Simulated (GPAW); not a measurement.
# The basis that the transmission of a Au chain with two Cl atoms in line needs

Wanted: the zero-bias transmission of a Au chain with two Cl atoms in line on a ladder of levels, with run times.

Main program and level: GPAW 26.7.0; GPAW LCAO, PAW setups; Landauer transmission from Green's functions with principal layers (ASE), zero bias.

Report form: the programs' logs are mostly left out.

## 1. The structure

The cell holds 12 atoms: 10 Au and 2 Cl. Its edges and angles: a = 9.000 Å, b = 9.000 Å, c = 29.768 Å, α = 90.0°, β = 90.0°, γ = 90.0°. Regions: left lead, 5 atoms (5 Au); channel, 2 atoms (2 Cl); right lead, 5 atoms (5 Au). Vacuum lies along a and b. The structure is stacked along c, and the current runs across the ab planes.

## 2. Double-zeta polarised basis

The script solves lead and junction separately, takes H and S in the orbital basis, and joins semi-infinite leads through their self-energies; the dzp basis is the working standard.

File run.py:

```python
import json
import numpy as np
from ase import Atoms
from ase.transport.calculators import TransportCalculator
from gpaw import GPAW, FermiDirac
from gpaw.lcao.tools import get_lcao_hamiltonian
from scipy.linalg import eigh

# The junction with lead layers at both ends, along the third cell vector
device = Atoms(
    ['Au', 'Au', 'Au', 'Au', 'Au', 'Cl', 'Cl', 'Au', 'Au', 'Au', 'Au', 'Au'],
    positions=[
        [4.50000, 4.50000, 1.30000],
        [4.50000, 4.50000, 3.90000],
        [4.50000, 4.50000, 6.50000],
        [4.50000, 4.50000, 9.10000],
        [4.50000, 4.50000, 11.70000],
        [4.50000, 4.50000, 13.91420],
        [4.50000, 4.50000, 15.85420],
        [4.50000, 4.50000, 18.06840],
        [4.50000, 4.50000, 20.66840],
        [4.50000, 4.50000, 23.26840],
        [4.50000, 4.50000, 25.86840],
        [4.50000, 4.50000, 28.46840]],
    cell=[[9.0, 0.0, 0.0], [0.0, 9.0, 0.0], [0.0, 0.0, 29.7684]],
    pbc=True)

# One principal layer of the lead: the first 3 atoms of the device
lead = Atoms(
    ['Au', 'Au', 'Au'],
    positions=[
        [4.50000, 4.50000, 1.30000],
        [4.50000, 4.50000, 3.90000],
        [4.50000, 4.50000, 6.50000]],
    cell=[[9.0, 0.0, 0.0], [0.0, 9.0, 0.0], [0.0, 0.0, 7.8]],
    pbc=True)

settings = dict(mode='lcao', basis='dzp', xc='PBE', h=0.2,
                occupations=FermiDirac(0.1), maxiter=250,
                mixer=dict(beta=0.1, nmaxold=8, weight=100.0),
                convergence=dict(density=0.0001))
energies = np.arange(-3, 3 + 1e-9, 0.075)
eta = 0.0001
n1, n2 = 1, 1
# k and -k transmit alike, so half of the mesh across the current serves
mesh = [(i, j) for i in range(n1) for j in range(n2) if (i, j) <= (-i % n1, -j % n2)]
weights = np.array([1 if (i, j) == (-i % n1, -j % n2) else 2 for i, j in mesh]) / (n1 * n2)

# [... helper functions left out ...]
fermi_lead = ground_state(lead, (1, 1, 15), 'lead.txt')
fermi_device = ground_state(device, (1, 1, 3), 'device.txt')
# [... loop over the mesh left out, but for ...]
        # Shift the lead onto the potential of the device's first layer
        shift = ((H[:, 0, 0] - H0[:, 0, 0]) / S0[0, 0]).real.mean()
# [...]
kT = 8.617333e-5 * 300
bias = [0.1, 0.2, 0.5, 1.0, 1.5, 2.0]
# [... integrals and printing left out ...]
```

Started as:

```console
> OMP_NUM_THREADS=1 OPENBLAS_NUM_THREADS=1 python run.py
```

Run time: 29 s. Hardware: 1 thread of Arm Neoverse V2, shared host; peak memory 0.96 GiB.

Numbers from this step:

```yaml
conductance: 0.9292 G₀
largest_coupling_past_the_next_principal_layer: 2.46e-7 eV
largest_misfit_of_the_first_principal_layer: 0.02730 eV
shift_that_aligns_the_lead: -4.06e-7 eV
basis_functions_of_the_junction: 176
basis_functions_of_a_principal_layer: 45
transmission_at_the_fermi_level_one_spin: 0.9023
```

One spin. Transmission, zone mean against energy, zero at the Fermi level:

energy (eV), transmission, zone mean and a bar from the least value:
```
  -3.0000       0.97 ####
  -2.7750       1.26 ########
  -2.4750       2.92 #############################
  -2.3250       2.99 ##############################
  -2.2500       2.99 ##############################
  -2.0250       2.87 ############################
  -1.7250       2.60 #########################
  -1.5000       2.31 #####################
  -1.2750       1.70 #############
  -0.9750       2.26 #####################
  -0.7500       2.46 #######################
  -0.5250       2.69 ##########################
  -0.3000       2.87 ############################
  -0.2250       2.86 ############################
   0.0000       0.90 ###
   0.2250       0.97 ####
   0.5250       1.00 #####
   0.7500       0.99 ####
   0.9750       0.95 ####
   1.2750       0.90 ###
   1.5000       0.86 ###
   1.7250       0.81 ##
   2.0250       0.76 #
   2.2500       0.73 #
   2.4750       0.70 #
   2.7750       0.66 
   3.0000       0.65
```

Not self-consistent under bias; the bias window is split evenly. The current through one cell, from the zero-bias transmission by bias:

```
bias (V)  current through one cell, from the zero-bias transmission (μA)
   0.100                                                            7.34
   0.200                                                            15.8
   0.500                                                            55.2
   1.000                                                             129
   1.500                                                             198
   2.000                                                             262
```

The transmission of the three most open eigenchannels by energy, zero at the Fermi level:

```
energy (eV)  channel 1  channel 2  channel 3
      -3.00      0.965    1.4e-12    1.4e-12
      -2.77      0.984      0.140      0.140
      -2.55      0.993      0.898      0.898
      -2.40      0.995      0.990      0.990
      -2.17      0.995      0.984      0.984
      -1.95      0.988      0.909      0.909
      -1.73      0.950      0.824      0.824
      -1.57      0.849      0.793      0.793
      -1.35      0.785      0.785      0.334
      -1.12      0.795      0.795      0.399
      -0.90      0.809      0.809      0.699
      -0.75      0.827      0.827      0.805
      -0.53      0.898      0.895      0.895
      -0.30      0.985      0.985      0.898
      -0.07      0.880     4.8e-8     4.8e-8
       0.00      0.902    9.7e-11    9.7e-11
       0.07      0.926    3.0e-12    3.0e-12
       0.30      0.982          0          0
       0.53      0.999          0          0
       0.75      0.985          0          0
       0.90      0.964          0          0
       1.12      0.927          0          0
       1.35      0.885          0          0
       1.57      0.842          0          0
       1.73      0.814          0          0
       1.95      0.774          0          0
       2.17      0.738          0          0
       2.40      0.707          0          0
       2.55      0.688          0          0
       2.77      0.664          0          0
       3.00      0.646          0          0
```

Couplings past the next layer reach 2.5e-7 eV, small enough to drop; the matrix elements of the cell's first layer differ from the bulk lead's by up to 0.027 eV. That layer keeps its own values in the calculation, and only beyond it is the lead taken as perfect. The Fermi levels of lead and junction count from different zeros of potential, one for each periodic cell; with both set to zero, the small remaining shift is what aligns them. Without spin-orbit coupling, which is large for these atoms, channel counts and T are those of the scalar-relativistic bands. By hand: G = 0.9292 × 77.48 μS = 72.0 μS, a resistance of 13.9 kΩ; at 0.1 V a linear junction would pass 7.20 μA, and the integral over the bias window gives 7.34 μA.

## 3. GPAW, szp: basis = "szp(dzp)"

The second zeta is dropped, the polarisation orbitals stay.

Changes to run.py since step 2:

```diff
@@ -37,3 +37,3 @@
 
-settings = dict(mode='lcao', basis='dzp', xc='PBE', h=0.2,
+settings = dict(mode='lcao', basis='szp(dzp)', xc='PBE', h=0.2,
                 occupations=FermiDirac(0.1), maxiter=250,
```

The job ended after 26 s (1 thread; peak memory 0.94 GiB).

This step gave:

```
conductance                                    : 0.9563 G₀
largest coupling past the next principal layer : 2.47e-7 eV
largest misfit of the first principal layer    : 0.02450 eV
shift that aligns the lead                     : 0.002160 eV
basis functions of the junction                : 108
basis functions of a principal layer           : 27
transmission at the Fermi level (one spin)     : 0.9288
```

One spin. Transmission, zone mean against energy, zero at the Fermi level:

energy (eV), transmission, zone mean and a bar from the least value:
```
    -3.00       0.97 ###
    -2.77       1.42 #########
    -2.55       2.87 ############################
    -2.40       2.98 ##############################
    -2.17       2.79 ###########################
    -1.95       2.55 ########################
    -1.73       2.32 #####################
    -1.57       2.08 ##################
    -1.35       1.46 #########
    -1.12       1.92 ################
    -0.90       2.33 #####################
    -0.75       2.53 ########################
    -0.53       2.82 ############################
    -0.30       2.93 #############################
    -0.07       0.91 ##
     0.00       0.93 ##
     0.07       0.95 ##
     0.30       0.99 ###
     0.53       1.00 ###
     0.75       0.98 ###
     0.90       0.96 ###
     1.12       0.93 ##
     1.35       0.90 ##
     1.57       0.88 #
     1.73       0.86 #
     1.95       0.84 #
     2.17       0.81 #
     2.40       0.80 
     2.55       0.79 
     2.77       0.78 
     3.00       0.77
```

Not self-consistent under bias; the bias window is split evenly. The current through one cell, from the zero-bias transmission by bias:

```
bias (V)  current through one cell, from the zero-bias transmission (μA)
   0.100                                                            7.54
   0.200                                                            16.2
   0.500                                                            56.0
   1.000                                                             131
   1.500                                                             203
   2.000                                                             267
```

The transmission of the three most open eigenchannels by energy, zero at the Fermi level:

```
energy (eV)  channel 1  channel 2  channel 3
      -3.00      0.972    2.6e-12    2.6e-12
      -2.85      0.984     1.3e-8     1.3e-8
      -2.70      0.991      0.521      0.521
      -2.55      0.995      0.936      0.936
      -2.33      0.997      0.970      0.970
      -2.17      0.996      0.897      0.897
      -2.02      0.992      0.817      0.817
      -1.88      0.976      0.747      0.747
      -1.73      0.920      0.699      0.699
      -1.57      0.727      0.678      0.678
      -1.35      0.686      0.686     0.0921
      -1.20      0.709      0.709      0.146
      -1.05      0.742      0.742      0.591
      -0.90      0.801      0.801      0.732
      -0.75      0.847      0.847      0.841
      -0.60      0.917      0.917      0.903
      -0.38      0.994      0.994      0.938
      -0.23      0.988      0.988      0.900
      -0.07      0.908    0.00311    0.00311
       0.00      0.929    4.8e-10    4.8e-10
       0.07      0.950    9.8e-12    9.8e-12
       0.23      0.982          0          0
       0.38      0.997          0          0
       0.60      0.994          0          0
       0.75      0.981          0          0
       0.90      0.964          0          0
       1.05      0.945          0          0
       1.20      0.924          0          0
       1.35      0.905          0          0
       1.57      0.876          0          0
       1.73      0.859          0          0
       1.88      0.843          0          0
       2.02      0.828          0          0
       2.17      0.815          0          0
       2.33      0.803          0          0
       2.55      0.788          0          0
       2.70      0.781          0          0
       2.85      0.774          0          0
       3.00      0.770          0          0
```

The conductance, 0.956 G₀, lies 2.9 % above that of the dzp run.

## 4. Minimal basis

One function for each valence shell of the setup, as for a first survey of a large system.

Changes to run.py since step 3:

```diff
@@ -37,3 +37,3 @@
 
-settings = dict(mode='lcao', basis='szp(dzp)', xc='PBE', h=0.2,
+settings = dict(mode='lcao', basis='sz(dzp)', xc='PBE', h=0.2,
                 occupations=FermiDirac(0.1), maxiter=250,
```

Run time: 23 s. Hardware: 1 thread; peak memory 0.91 GiB.

This step gave:

```
conductance                                 : 0.9753 G₀
largest misfit of the first principal layer : 0.01765 eV
shift that aligns the lead                  : 7.26e-4 eV
basis functions of the junction             : 68
basis functions of a principal layer        : 18
transmission at the Fermi level (one spin)  : 0.9515
```

The conductance, 0.975 G₀, lies 5.0 % above that of the dzp run.

## 5. RPBE in the dzp basis: xc = "RPBE"

Back in the dzp basis, the functional changes from PBE to RPBE, to set the spread between functionals beside that between bases.

Changes to run.py since step 4:

```diff
@@ -37,3 +37,3 @@
 
-settings = dict(mode='lcao', basis='sz(dzp)', xc='PBE', h=0.2,
+settings = dict(mode='lcao', basis='dzp', xc='RPBE', h=0.2,
                 occupations=FermiDirac(0.1), maxiter=250,
```

Run time: 30 s. Hardware: 1 thread; peak memory 0.96 GiB.

This step gave:

- conductance: 0.9198 G₀
- largest coupling past the next principal layer: 2.64e-7 eV
- largest misfit of the first principal layer: 0.02727 eV
- shift that aligns the lead: -0.001550 eV
- basis functions of the junction: 176
- basis functions of a principal layer: 45
- transmission at the Fermi level (one spin): 0.8930

The conductance, 0.920 G₀, lies 1.0 % below that of the dzp run.

## 6. All levels side by side

Times are for 1 thread of Arm Neoverse V2, shared host. The runs compared:

```
no.       run  conductance (G₀)  time  memory (GiB)
  1       dzp            0.9292  29 s          0.96
  2       szp            0.9563  26 s          0.94
  3        sz            0.9753  23 s          0.91
  4  dzp RPBE            0.9198  30 s          0.96
```

## 7. Comparison

The curves are compared point by point over the common energies.

This step: comparison of transmission and cost over codes and levels (GPAW 26.7.0).

Ladder, by row:

```
    step  code  T at the Fermi level (sum over the listed spins)  conductance (G0)  r.m.s. T(E) from the first  wall time (s)  peak memory (GiB)  threads
     dzp  GPAW                                            0.9023            0.9292                           0          29.19               0.96        1
     szp  GPAW                                            0.9288            0.9563                      0.1433          25.88               0.94        1
      sz  GPAW                                            0.9515            0.9753                      0.1618          23.01               0.91        1
dzp-RPBE  GPAW                                             0.893            0.9198                     0.01872          30.43               0.96        1
```

Table of transmission, zone mean, sum over the listed spins by energy, zero at the Fermi level:

```
energy (eV)    dzp    szp     sz  dzp-RPBE
    -3.0000  0.965  0.972  0.931     0.966
    -2.7750   1.26   1.42   1.36      1.23
    -2.4750   2.92   2.98   2.69      2.93
    -2.4000   2.97   2.98   2.85      2.98
    -2.3250   2.99   2.94   2.94      2.99
    -2.2500   2.99   2.86   2.98      2.99
    -2.1750   2.96   2.79   2.99      2.96
    -2.0250   2.87   2.63   2.96      2.86
    -1.7250   2.60   2.32   2.80      2.58
    -1.5000   2.31   1.88   2.59      2.30
    -1.2750   1.70   1.40   1.78      1.72
    -0.9750   2.26   2.19   2.54      2.25
    -0.7500   2.46   2.53   2.81      2.46
    -0.5250   2.69   2.82   2.94      2.70
    -0.3000   2.87   2.93   2.87      2.88
    -0.2250   2.86   2.88   2.77      2.85
     0.0000  0.902  0.929  0.952     0.893
     0.2250  0.968  0.982  0.993     0.961
     0.5250  0.999  0.998  0.993     0.999
     0.7500  0.985  0.981  0.970     0.989
     0.9750  0.953  0.954  0.940     0.959
     1.2750  0.899  0.914  0.899     0.907
     1.5000  0.856  0.885  0.871     0.864
     1.7250  0.814  0.859  0.847     0.822
     2.0250  0.762  0.828  0.821     0.770
     2.2500  0.727  0.809  0.807     0.735
     2.4750  0.697  0.793  0.796     0.705
     2.7750  0.664  0.777  0.787     0.672
     3.0000  0.646  0.770  0.785     0.653
```

## 8. Density threshold 0.01

The Hamiltonian is taken from the last density. The density threshold is one of the tests that end the cycle; the energy must settle too, so a loose value may not be the test that decides.

This step: GPAW LCAO, PAW setups; Landauer transmission from Green's functions with principal layers (ASE), zero bias (GPAW 26.7.0).

Changes to run.py since step 5:

```diff
@@ -37,6 +37,6 @@
 
-settings = dict(mode='lcao', basis='dzp', xc='RPBE', h=0.2,
+settings = dict(mode='lcao', basis='dzp', xc='PBE', h=0.2,
                 occupations=FermiDirac(0.1), maxiter=250,
                 mixer=dict(beta=0.1, nmaxold=8, weight=100.0),
-                convergence=dict(density=0.0001))
+                convergence=dict(density=0.01))
 energies = np.arange(-3, 3 + 1e-9, 0.075)
```

Elapsed: 24 s, on 1 thread; peak memory 0.96 GiB.

The run finished with changed settings (conv = 0.01); it serves as a test.

The two runs compared:

```
                                           quantity  this run  sound run  difference
                                   conductance (G₀)   0.93278    0.92918     0.00360
largest coupling past the next principal layer (eV)  2.459e-7   2.459e-7    -1.5e-11
   largest misfit of the first principal layer (eV)  0.027656   0.027301      3.5e-4
                    shift that aligns the lead (eV)  0.012500  -4.063e-7      0.0125
         transmission at the Fermi level (one spin)   0.90830    0.90227     0.00603
```

## 9. Another change of settings

A last run, with other settings again.

Changes to run.py since step 8:

```diff
@@ -34,3 +34,3 @@
         [4.50000, 4.50000, 6.50000]],
-    cell=[[9.0, 0.0, 0.0], [0.0, 9.0, 0.0], [0.0, 0.0, 7.8]],
+    cell=[[9.0, 0.0, 0.0], [0.0, 9.0, 0.0], [0.0, 0.0, 7.02]],
     pbc=True)
@@ -38,5 +38,5 @@
 settings = dict(mode='lcao', basis='dzp', xc='PBE', h=0.2,
-                occupations=FermiDirac(0.1), maxiter=250,
+                occupations=FermiDirac(0.1), maxiter=100,
                 mixer=dict(beta=0.1, nmaxold=8, weight=100.0),
-                convergence=dict(density=0.01))
+                convergence=dict(density=0.0001))
 energies = np.arange(-3, 3 + 1e-9, 0.075)
```

It took 30 s on 1 thread; peak memory 0.95 GiB.

The run finished. A setting was moved off its sound value on purpose, so it serves as a test and not as the result.

The fault put into the input: a lead period that doesn't match its atoms (period = 7.02).

Side by side:

```
                                           quantity  this run  sound run  difference
                                   conductance (G₀)  0.013447    0.92918      -0.916
largest coupling past the next principal layer (eV)  1.093e-4   2.459e-7      1.1e-4
   largest misfit of the first principal layer (eV)    1.6017   0.027301        1.57
                    shift that aligns the lead (eV)    1.6115  -4.063e-7        1.61
         transmission at the Fermi level (one spin)  2.086e-6    0.90227      -0.902
```

The two runs differ clearly in the transmission at the Fermi level (one spin): 2.1e-6 against 0.902.

## 10. Results

```
conductance                                        : 0.929 G₀
transmission at the Fermi level, mean of the spins : 0.902
```

What this shows: In the dzp basis the junction conducts 0.929 G₀ at 300 K, with T = 0.902 a spin at the Fermi level; the sz basis reaches that conductance within 10 %. At the Fermi level one eigenchannel carries the current (0.90). Measured against the first run (dzp), the nearest curve is that of dzp-RPBE (r.m.s. 0.019) and the farthest that of sz (0.16). Over the compared runs wall time goes from 23 s (sz) to 30 s (dzp-RPBE), on a shared host. The geometry was built from estimated bond lengths and not relaxed, so the numbers describe this model structure. Spin-orbit coupling is left out, which matters for the heavy atoms here. An evenly spaced straight chain is an idealisation: free chains tend to dimerise, zigzag or, where a band edge lies near the Fermi level, turn magnetic. The currents use the zero-bias T(E) throughout, which holds only while the bias is small against the distance to the nearest feature. The thermopower isn't quoted: it samples T(E) farther from the Fermi level than the conductance does, and the energy grid wasn't tested for it.

[Logs are printed without paths, hosts, clocks, repeated set-up lines and the standing remarks that a program may print on its own settings, such as how far it seeks lower states.]

[Hosts, paths, dates, database ids (printed as entryN), source tags and the programs' standing remarks are cut or masked in the printed files.]
